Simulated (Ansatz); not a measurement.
# (CdS)1(MgS)3 [001] superlattice, started as zinc blende: phonons and vibrational spectra

How does (CdS)1(MgS)3 [001] superlattice, started as zinc blende vibrate, and is this structure a minimum?

Method: DFT PBEsol, scalar-relativistic, plane waves, PAW, in Ansatz 0.2.0.

The structure was built from a prototype and need not be the compound's stable phase.

## Step 1: Starting point

The structure is tetragonal, space group P-4m2 (No. 115). Conventional cell: a = 4.009 Å, b = 4.009 Å, c = 11.340 Å, α = 90.00°, β = 90.00°, γ = 90.00°. Nearest to Cd lie 4 S at 2.46 Å. Nearest to Mg lie 4 S at 2.46 Å. Mg has 4 S at 2.46 Å nearest. Nearest to S lie 2 Cd at 2.46 Å and 2 Mg at 2.46 Å. Nearest to S lie 4 Mg at 2.46 Å. Farther neighbours and most contacts between anions are not listed.

Coordinates:

```cif
data_structure
_symmetry_space_group_name_H-M 'P 1'
_symmetry_Int_Tables_number 1
_cell_length_a 4.0093
_cell_length_b 4.0093
_cell_length_c 11.3400
_cell_angle_alpha 90.000
_cell_angle_beta 90.000
_cell_angle_gamma 90.000
_cell_volume 182.28
loop_
_atom_site_label
_atom_site_type_symbol
_atom_site_fract_x
_atom_site_fract_y
_atom_site_fract_z
_atom_site_occupancy
Cd1 Cd 0.00000 0.00000 0.00000 1
Mg2 Mg 0.50000 0.50000 0.25000 1
Mg3 Mg 0.00000 0.00000 0.50000 1
Mg4 Mg 0.50000 0.50000 0.75000 1
S5 S 0.50000 0.00000 0.12500 1
S6 S 0.00000 0.50000 0.37500 1
S7 S 0.50000 0.00000 0.62500 1
S8 S 0.00000 0.50000 0.87500 1
```

## Step 2: Coarse relaxation

A rough relaxation comes first, because large forces or stress need no tight tolerances yet.

input.yaml

```yaml
crystal:
  lattice:
    - [2.835, 2.835, 0.0]
    - [-2.835, 2.835, 0.0]
    - [0.0, 0.0, 11.34]
  atoms:
    - { symbol: Cd, position: [0.0, 0.0, 0.0] }
    - { symbol: Mg, position: [0.5, 0.5, 0.25] }
    - { symbol: Mg, position: [0.0, 0.0, 0.5] }
    - { symbol: Mg, position: [0.5, 0.5, 0.75] }
    - { symbol: S, position: [0.5, 0.0, 0.125] }
    - { symbol: S, position: [1.0, 0.5, 0.375] }
    - { symbol: S, position: [0.5, 0.0, 0.625] }
    - { symbol: S, position: [1.0, 0.5, 0.875] }
kpoints:
  mp_grid: { grid: [6, 6, 2] }
hamiltonian:
  xc: pbesol
scf:
  occupations: { method: gaussian, width: 0.1 }
output:
  forces: true
  stress: true
  eigenvalues: true
relax:
  adjacent_minimum: "off"
  f_tol: 0.05
  max_steps: 80
  cell: { stress_tol: 0.5 }
```

Launch:

```sh
$ ansatz run input.yaml --threads 4 --pin off --max-ram 14336MiB --backend cpu --events-out ev --progress --plain --runs-dir out
```

Numbers of over 12 decimals in the logs are rounded to 6 here.

What it wrote:

```text
The last accepted step is kept in <dir> (removed where the run ends without a failure and the disk answers)
Engine: ansatz 0.2.0, aarch64-unknown-linux-gnu
Pseudopotentials: kind: paw
Pseudopotential: Cd, paw, valence charge 20, recommended cutoff 420 eV (normal), Cd.paw.azcp
Pseudopotential: Mg, paw, valence charge 10, recommended cutoff 420 eV (normal), Mg.paw.azcp
[...]
- [-2.849650, 2.849650, 0]
    - [0, 0, 11.375520]
  atoms:
    - { symbol: Cd, position: [0, 0, 1.5297385149707295e-19] }
    - { symbol: Mg, position: [0.5, 0.5, 0.254642] }
    - { symbol: Mg, position: [0, 0, 0.5] }
    - { symbol: Mg, position: [0.5, 0.5, 0.745358] }
    - { symbol: S, position: [0.5, 0, 0.132467] }
    - { symbol: S, position: [1.000000, 0.500000, 0.377248] }
    - { symbol: S, position: [0.5, 0, 0.622752] }
    - { symbol: S, position: [1.000000, 0.500000, 0.867533] }
[key lines of the parts left out:]
SCF converged after 3 iterations
Free energy (F): -17469.502995 eV
Fermi energy:    5.490861 eV
P = ⅓ Tr σ = -0.0403 GPa (-0.403 kbar)
```

The job ended after 9.6 s (4 threads of Arm Neoverse V2, shared host; peak memory 0.53 GiB).

Step by step:

```
step  energy less that of the first step (eV)  largest force component (eV/Å)  pressure (GPa)  volume (Å³)
   1                                   0.0000                          0.6764            1.04       182.28
   2                                  -0.0622                          0.0355           -0.04       184.75
  3*                                  -0.0624                          0.0356           -0.04       184.75
```

Relaxation steps marked * repeat the geometry before them on a plane-wave basis chosen anew for their cell, so energy and pressure can jump there.

Forces are held to the 8 operations that the run works with; a distortion that breaks them can't arise in this run.

```
conventional cell, symmetrised  before   after  change
                         a (Å)   4.009   4.030  +0.5 %
                         b (Å)   4.009   4.030  +0.5 %
                         c (Å)  11.340  11.376  +0.3 %
              volume (Å³/atom)   22.79   23.09  +1.4 %
```

The atoms that moved most (Å, as changes of fractional coordinates times the final cell):

```
atom     dx     dy      dz  length
  S5  0.000  0.000   0.085   0.085
  S8  0.000  0.000  -0.085   0.085
 Mg2  0.000  0.000   0.053   0.053
 Mg4  0.000  0.000  -0.053   0.053
  S6  0.000  0.000   0.026   0.026
  S7  0.000  0.000  -0.026   0.026
```

Numbers from this step:

| Item | Value |
| --- | --- |
| pressure | -0.04035 GPa |
| gap on the k-mesh | 2.497 eV |
| volume per atom | 23.09 Å³ |
| direct gap on mesh | 2.497 eV |

In this step the volume went from 22.79 to 23.09 Å³/atom.

## Step 3: Bringing the structure to rest

Harmonic phonons are second derivatives at a point where the forces vanish, and they are wanted at zero stress, so atoms and cell are relaxed first.

input.yaml

```yaml
crystal:
  lattice:
    - [2.8496500252, 2.8496500252, 0.0]
    - [-2.8496500252, 2.8496500252, 0.0]
    - [0.0, 0.0, 11.375520094]
  atoms:
    - { symbol: Cd, position: [0.0, 0.0, 0.0] }
    - { symbol: Mg, position: [0.5, 0.5, 0.254642418] }
    - { symbol: Mg, position: [0.0, 0.0, 0.5] }
    - { symbol: Mg, position: [0.5, 0.5, 0.745357582] }
    - { symbol: S, position: [0.5, 0.0, 0.1324673948] }
    - { symbol: S, position: [1.0, 0.5, 0.3772481593] }
    - { symbol: S, position: [0.5, 0.0, 0.6227518407] }
    - { symbol: S, position: [1.0, 0.5, 0.8675326052] }
kpoints:
  mp_grid: { grid: [6, 6, 2] }
hamiltonian:
  xc: pbesol
scf:
  occupations: { method: gaussian, width: 0.02 }
output:
  forces: true
  stress: true
  eigenvalues: true
  write_density: true
  write_potential: true
  elf: true
  volumetric_format: npy
relax:
  adjacent_minimum: "off"
  f_tol: 0.005
  max_steps: 80
  cell: { stress_tol: 0.05 }
```

What it wrote:

```text
[...]
Crystal: 8 atoms, lattice volume = 184.750 Å³
Basis set: ecut = 420 eV, 3631 PW (Γ), exchange–correlation on 54×54×160 points (8 copies of the dense FFT grid, shifted against one another)
Bands: 45, of which v1, the nominal top of the filled ones, is band 37 counted from 1 (36 counted from 0)
Symmetry: 8 space group operations
[...]
k-points: 20 of 72
[...]
SCF iter   1: F=—  HF=-17469.515203 eV  |F-HF|=—  |Δ(HF+E_count)|=         —  Δρ=4.00e-3  dr2=4.59e-2  ethr=1.77e-3  ⟨swp⟩=8.3  Hψ=3717  notcnv=0
[...]
SCF iter   7: F=-17469.502995 eV  HF=-17469.502995 eV  |F-HF|=2.26e-8  |Δ(HF+E_count)|=   9.46e-8  Δρ=2.84e-6  dr2=1.77e-8  ethr=1.35e-10  ⟨swp⟩=13.8  Hψ=6237  notcnv=0
SCF 1 converged in 7 iterations: F = -17469.502995 eV  dr2 = 1.77e-8
[...]
relax step   1: F+E_penalty+E_count = -17469.50299546 eV  Δ(F+E_penalty+E_count) = +0.000e0 eV  max|allowed force component| = 3.556e-2 eV/Å  Δτ_max = 0.0000 Å  P = -0.040 GPa  Ω = 184.750 Å³  (7 SCF iters, dr2 threshold 1.00e-7 eV, accepted)
Crystal: 8 atoms, lattice volume = 184.650 Å³
Basis set: ecut = 420 eV, 3621 PW (Γ), exchange–correlation on 54×54×160 points (8 copies of the dense FFT grid, shifted against one another)
[...]
SCF iter   5: F=-17469.503321 eV  HF=-17469.503321 eV  |F-HF|=4.73e-11  |Δ(HF+E_count)|=   2.18e-8  Δρ=2.70e-6  dr2=1.03e-8  ethr=1.07e-10  ⟨swp⟩=8.6  Hψ=5102  notcnv=0
SCF 2 converged in 5 iterations: F = -17469.503321 eV  dr2 = 1.03e-8
relax step   2: F+E_penalty+E_count = -17469.50332102 eV  Δ(F+E_penalty+E_count) = -3.256e-4 eV  max|allowed force component| = 7.972e-3 eV/Å  Δτ_max = 0.0035 Å  P = -0.010 GPa  Ω = 184.650 Å³  energy of the carried Pulay correction = +5.647e-6 eV  (5 SCF iters, dr2 threshold 7.90e-8 eV, accepted)
Crystal: 8 atoms, lattice volume = 184.604 Å³
Basis set: ecut = 420 eV, 3605 PW (Γ), exchange–correlation on 54×54×160 points (8 copies of the dense FFT grid, shifted against one another)
[...]
SCF iter   5: F=-17469.503414 eV  HF=-17469.503414 eV  |F-HF|=1.56e-9  |Δ(HF+E_count)|=   1.16e-8  Δρ=1.55e-6  dr2=3.00e-9  ethr=8.91e-12  ⟨swp⟩=7.2  Hψ=4818  notcnv=0
SCF 3 converged in 5 iterations: F = -17469.503414 eV  dr2 = 3.00e-9
relax step   3: F+E_penalty+E_count = -17469.50341352 eV  Δ(F+E_penalty+E_count) = -9.249e-5 eV  max|allowed force component| = 3.630e-3 eV/Å  Δτ_max = 0.0014 Å  P = +0.001 GPa  Ω = 184.604 Å³  energy of the carried Pulay correction = +8.199e-6 eV  (5 SCF iters, dr2 threshold 6.60e-9 eV, accepted)
[...]
SCF iter   1: F=—  HF=-17469.503452 eV  |F-HF|=—  |Δ(HF+E_count)|=         —  Δρ=1.66e-5  dr2=1.50e-8  ethr=1.12e-7  ⟨swp⟩=3.1  Hψ=6048  notcnv=0
eigensolver tolerance schedule: the retry pair's looser diagonalisation over-reported the residual by 5538.19 of it (diagonalisation noise at 0.25 of the residual, at the tolerance the schedule requests for it); recorded, not acted on — ethr = c·dr2/N_el stays at c = 1.0e-1
[...]
SCF iter   2: F=—  HF=-17469.503399 eV  |F-HF|=—  |Δ(HF+E_count)|=   5.30e-5  Δρ=8.37e-6  dr2=3.45e-9  ethr=2.03e-11  ⟨swp⟩=3.0  Hψ=1900  notcnv=0
[...]
SCF iter   4: F=-17469.503400 eV  HF=-17469.503400 eV  |F-HF|=1.82e-11  |Δ(HF+E_count)|=   2.83e-8  Δρ=1.24e-7  dr2=1.97e-11  ethr=1.00e-12  ⟨swp⟩=7.5  Hψ=4114  notcnv=0
SCF 4 converged in 4 iterations: F = -17469.503400 eV  dr2 = 1.97e-11
relax step   4: F+E_penalty+E_count = -17469.50340035 eV  Δ(F+E_penalty+E_count) = +1.317e-5 eV  max|allowed force component| = 3.626e-3 eV/Å  Δτ_max = 0.0000 Å  P = +0.001 GPa  Ω = 184.604 Å³  stress off target by 6.44e-3 GPa  SCF on the basis re-selected at this cell (its energy is not comparable with the rows above)  (4 SCF iters)
basis re-selected at this cell: Δ(F+E_penalty+E_count) = +1.317e-5 eV, ΔP = +0.000 GPa vs the last step (what re-selecting the basis moved, of the pressure what is left beyond the Pulay correction that the steps carried, after the strain that the cell walked since its last selection, with what the two solves' SCF thresholds leave and, on support functions, any second-order correction that the steps lacked; it is no m [...]
SCF converged after 4 iterations
Free energy (F): -17469.503400 eV
[...]
Internal energy: -17469.503400 eV  (E = F + TS)
E sigma→0 (E₀):  -17469.503400 eV
Fermi energy:    5.490923 eV
[...]
--- Forces (eV/Å), atoms counted from 1 ---
  atom   1  Cd    -0.00000000     0.00000000     0.00000000
  atom   2  Mg    -0.00000000     0.00000000     0.00196465
  atom   3  Mg    -0.00000000    -0.00000000     0.00000000
  atom   4  Mg     0.00000000    -0.00000000    -0.00196465
  atom   5  S     -0.00000000     0.00000000    -0.00362634
  atom   6  S     -0.00000000    -0.00000000    -0.00028315
  atom   7  S     -0.00000000     0.00000000     0.00028315
  atom   8  S      0.00000000     0.00000000     0.00362634
  max |Σ_I F_I| component: 2.43e-17 eV/Å
--- Stress (GPa, compression-positive) ---
        0.004632       0.000000      -0.000000
        0.000000       0.004632      -0.000000
        0.000000      -0.000000      -0.006445
  P = ⅓ Tr σ = 0.0009 GPa (0.009 kbar)
--- Band table (eV; the first three rows and the last of 20) ---
  k-point 0: bands = [... 33 lower, 3.4662, 4.1089, 4.2357, 4.2357, 6.7460, 7.7975, 8.8281, 8.8421, ... 4 higher]
  k-point 1: bands = [... 33 lower, 3.6827, 3.6827, 4.1619, 4.1619, 7.4408, 7.9765, 8.0775, 8.4158, ... 4 higher]
  k-point 2: bands = [... 33 lower, 3.5137, 3.6396, 3.9191, 4.2022, 7.5165, 8.2980, 9.0326, 9.1746, ... 4 higher]
  k-point 19: bands = [... 33 lower, 2.6283, 2.7116, 2.7283, 2.7283, 8.3202, 8.3202, 8.6231, 8.6231, ... 4 higher]
--- Relaxed structure (3 steps of the walk, 3 accepted, 1 SCFs on fresh bases) ---
[...]
cell:  # Å, volume = 184.6042 Å³
    - [2.853840, 2.853840, 0]
    - [-2.853840, 2.853840, 0]
    - [0.0, 0, 11.333194]
  atoms:
    - { symbol: Cd, position: [0, 0, 0] }
    - { symbol: Mg, position: [0.5, 0.5, 0.254311] }
    - { symbol: Mg, position: [0, 0, 0.5] }
    - { symbol: Mg, position: [0.5, 0.5, 0.745689] }
    - { symbol: S, position: [0.5, 0, 0.132626] }
    - { symbol: S, position: [1.0, 0.5, 0.377136] }
    - { symbol: S, position: [0.5, 0, 0.622864] }
    - { symbol: S, position: [1.0, 0.5, 0.867374] }
```

Run time: 14 s. Hardware: 4 threads; peak memory 0.54 GiB.

The steps of the relaxation:

```
step  energy less that of the first step (eV)  largest force component (eV/Å)  pressure (GPa)  volume (Å³)
   1                                   0.0000                          0.0356           -0.04       184.75
   2                                  -0.0003                          0.0080           -0.01       184.65
   3                                  -0.0004                          0.0036            0.00       184.60
  4*                                  -0.0004                          0.0036            0.00       184.60
```

Relaxation steps marked * repeat the geometry before them on a plane-wave basis chosen anew for their cell, so energy and pressure can jump there.

Forces are held to the 8 operations that the run works with; a distortion that breaks them can't arise in this run.

```
conventional cell, symmetrised  before   after  change
                         a (Å)   4.030   4.036  +0.1 %
                         b (Å)   4.030   4.036  +0.1 %
                         c (Å)  11.376  11.333  -0.4 %
              volume (Å³/atom)   23.09   23.08  -0.1 %
```

Numbers from this step:

| Property | Result |
| --- | --- |
| pressure | 9.39e-4 GPa |
| gap on the k-mesh | 2.510 eV |
| volume per atom | 23.08 Å³ |
| direct gap on mesh | 2.510 eV |

Electrostatic potential energy in the ac plane at fractional y = 0.000, with atoms of Cd and Mg and S within 0.2 Å of it. With pseudopotentials it is smooth inside the atoms' cores, unlike the true potential.

Ten even steps from '_' (-34 eV) to '@' (10 eV), each cell a mean:
```
..::==**%%@@@@@@@@@@##++--::
==++**%%@@@@@@@@@@@@%%##**++
%%%%@@@@@@@@@@@@@@@@@@@@@@%%
@@@@@@@@@@@@@@@@@@@@@@@@@@@@
@@@@@@@@@@@@@@@@@@@@@@@@@@@@
@@@@@@@@@@@@@@@@@@@@@@@@@@@@
@@@@@@@@@@@@%%%%%%@@@@@@@@@@
@@@@@@@@%%++::::--**%%@@@@@@
@@@@@@%%++__..::__..##@@@@@@
%%%%%%%%++..__..__::##%%%%%%
::--**%%%%##++==++##%%##++--
____--##%%@@@@@@@@@@%%**..__
____==##%%@@@@@@@@@@%%**::__
++**##%%@@@@@@@@@@@@%%%%##**
%%%%@@@@@@@@@@@@@@@@@@@@@@%%
@@@@@@@@@@@@@@@@@@@@@@@@@@@@
@@@@@@@@@@@@@@@@@@@@@@@@@@@@
@@@@@@@@@@@@@@@@@@@@@@@@@@@@
@@@@@@@@@@%%####%%%%@@@@@@@@
@@@@@@@@##--....::==%%@@@@@@
@@@@@@%%++__..::__..##%%@@@@
####%%%%**::____..--##%%%%##
----++##%%##****##%%%%**==--
__::--++%%@@@@@@@@@@##==--..
```
Columns run along a (4.0 Å; values clipped at the 3rd and 97th percentile), rows up along c (11.3 Å). Atoms in or near the plane, at fractional coordinates: Cd at (0.00, 0.00), Mg at (0.00, 0.50), S at (0.50, 0.13), S at (0.50, 0.62).

Valence density in the ac plane at fractional y = 0.000, with atoms of Cd and Mg and S within 0.2 Å of it. It is the smooth field of the valence electrons, not physical close to the nuclei.

Ten steps, logarithmic in the rise over the least value, from '_' (0 e/Å³) to '@' (23 e/Å³), each cell a mean:
```
@@%%++--..__________..--##%%
++==::..______________..--==
....______________________..
____________________________
____________________________
____________________________
________....::::....________
______..::--------::....____
____..::----::::----::..____
____..::------::----::....__
++==....::::------::::..::==
@@%%--..................**@@
%%##--________________..++%%
::..______________________..
____________________________
____________________________
____________________________
____________________________
________....::::::....______
______..::----------::..____
____..::----::..----::..____
::::..::------------::::..::
##**==::::::::::::::::::++**
@@@@**--............::==##@@
```
Columns run along a (4.0 Å), rows up along c (11.3 Å). Atoms in or near the plane, at fractional coordinates: Cd at (0.00, 0.00), Mg at (0.00, 0.50), S at (0.50, 0.13), S at (0.50, 0.62).

ELF in the ac plane at fractional y = 0.000, with atoms of Cd and Mg and S within 0.2 Å of it. It is the smooth field of the valence electrons, not physical close to the nuclei.

Ten even steps from '_' (0.01) to '@' (0.89), each cell a mean:
```
##**==--............::--++##
----::::..__________..::----
........______________......
____________________________
____________________________
________::--++++==--..______
____..--**%%%%@@%%##++--____
__..==##%%@@%%%%%%@@%%**--__
__::##%%@@##::__==%%@@%%++..
__..**@@@@@@==--**@@@@%%==..
--::..++@@@@@@@@@@@@%%--..::
::==::__++##%%%%%%##--__----
--==::__..::------::____--==
..________________________..
____________________________
____________________________
____________......__________
______..::==****++==::______
____..==##%%@@@@@@%%**--..__
__..==##%%%%##**##%%%%**::__
....==%%@@##..__--%%@@##--..
::..::++@@@@**==##@@%%==::::
++==::::++%%@@@@@@##--::--++
@@##++::::--++**++--..--**%%
```
Columns run along a (4.0 Å), rows up along c (11.3 Å). Atoms in or near the plane, at fractional coordinates: Cd at (0.00, 0.00), Mg at (0.00, 0.50), S at (0.50, 0.13), S at (0.50, 0.62).

In this step the volume went from 23.09 to 23.08 Å³/atom.

## Step 4: Tight relaxation

Phonons need a cell at rest on their own settings, so the relaxation is repeated with tight tolerances on forces and stress on the k mesh and occupations of the first response run.

input.yaml

```yaml
crystal:
  lattice:
    - [2.853839687, 2.853839687, 0.0]
    - [-2.853839687, 2.853839687, 0.0]
    - [0.0, 0.0, 11.3331939903]
  atoms:
    - { symbol: Cd, position: [0.0, 0.0, 0.0] }
    - { symbol: Mg, position: [0.5, 0.5, 0.2543112291] }
    - { symbol: Mg, position: [0.0, 0.0, 0.5] }
    - { symbol: Mg, position: [0.5, 0.5, 0.7456887709] }
    - { symbol: S, position: [0.5, 0.0, 0.1326262604] }
    - { symbol: S, position: [1.0, 0.5, 0.3771363096] }
    - { symbol: S, position: [0.5, 0.0, 0.6228636904] }
    - { symbol: S, position: [1.0, 0.5, 0.8673737396] }
kpoints:
  mp_grid: { grid: [8, 8, 2] }
hamiltonian:
  xc: pbesol
scf:
  occupations: { method: fixed }
output:
  forces: true
  stress: true
  eigenvalues: true
relax:
  adjacent_minimum: "off"
  f_tol: 0.001
  max_steps: 60
  cell: { stress_tol: 0.01 }
```

What it wrote:

```text
[...]
Crystal: 8 atoms, lattice volume = 184.604 Å³
Basis set: ecut = 420 eV, 3605 PW (Γ), exchange–correlation on 54×54×160 points (8 copies of the dense FFT grid, shifted against one another)
Bands: 45, of which v1, the nominal top of the filled ones, is band 37 counted from 1 (36 counted from 0)
Symmetry: 8 space group operations
[...]
k-points: 30 of 128
[...]
- [-2.853871, 2.853871, 0]
    - [0.0, 0, 11.332653]
  atoms:
    - { symbol: Cd, position: [0, 0, 0.0] }
    - { symbol: Mg, position: [0.5, 0.5, 0.254306] }
    - { symbol: Mg, position: [0, 0, 0.500000] }
    - { symbol: Mg, position: [0.5, 0.5, 0.745694] }
    - { symbol: S, position: [0.5, 0, 0.132586] }
    - { symbol: S, position: [1.000000, 0.500000, 0.377131] }
    - { symbol: S, position: [0.5, 0, 0.622869] }
    - { symbol: S, position: [1.000000, 0.500000, 0.867414] }
[key lines of the parts left out:]
SCF converged after 6 iterations
Free energy (F): -17469.504642 eV
Fermi energy:    4.235932 eV
P = ⅓ Tr σ = 0.0017 GPa (0.017 kbar)
```

Wall time 15 s (4 threads); peak memory 0.58 GiB.

Little changed from the start: no atom moved by 0.005 Å and no cell edge by 0.1 %.

Numbers from this step:

```
pressure           : 0.001686 GPa
gap on the k-mesh  : 2.511 eV
volume per atom    : 23.07 Å³
direct gap on mesh : 2.511 eV
```

The largest force component left is 0.64 meV/Å and the pressure is 0.002 GPa, within the tolerances set. The cell now holds 23.07 Å³/atom.

(Part 1 of 3 ends here.)

[Logs are printed without paths, hosts, clocks, repeated set-up lines and the standing remarks that a program may print on its own settings, such as how far it seeks lower states.]

[Hosts, paths, dates, database ids (printed as entryN), source tags and the programs' standing remarks are cut or masked in the printed files.]
